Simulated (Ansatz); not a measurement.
# A thicker film of ZnS (110) from five thinner ones

In a field along its normal an insulating film takes a dipole p. Written as a length, p/(ε₀AE), it should grow by 1 − 1/ε for each ångström added.

Set-up. Ansatz 0.2.0, plane waves with PAW datasets (its set soft_2), PBE; zincblende films relaxed at a bulk in-plane lattice constant near the measured one, then held in weak fields of both signs with a dipole correction (A is the cell's area, E the outer field).

| run | distance between the outer atoms (Å) | p/(ε₀AE) (Å) |
| --- | --- | --- |
| 5 units | 7.995 | 8.445 |
| 6 units | 9.948 | 10.057 |
| 8 units | 13.809 | 13.276 |
| 9 units | 15.741 | 14.887 |
| 12 units | 21.540 | 19.715 |
| 16 units | 29.272 | ? |

Q: Estimate the withheld value from the rows shown.

A least-squares line through the 5 rows shown has slope 0.8324 and intercept 1.7834; no row lies more than 0.007 Å off it. That slope means ε = 1/(1 − 0.8324) = 5.97. At 29.272 it gives 0.8324 × 29.272 + 1.7834 = 26.149 Å, beyond the rows fitted. Rounding and scatter of the rows alone allow about ±0.016 Å there.

The run itself gives 26.155 Å: a miss of +0.006 Å, or 0.0 % of the value. The length is met to within 1 %, though ε is more sensitive than the length: the two thickest films give ε = 5.98.

Caveats: This is the electronic response alone. A unit is one step of the cut along the normal (a plane, a pair of planes or a cell), and the layers relax along it, away from their bulk spacing where the functional's lattice constant differs from the one held.
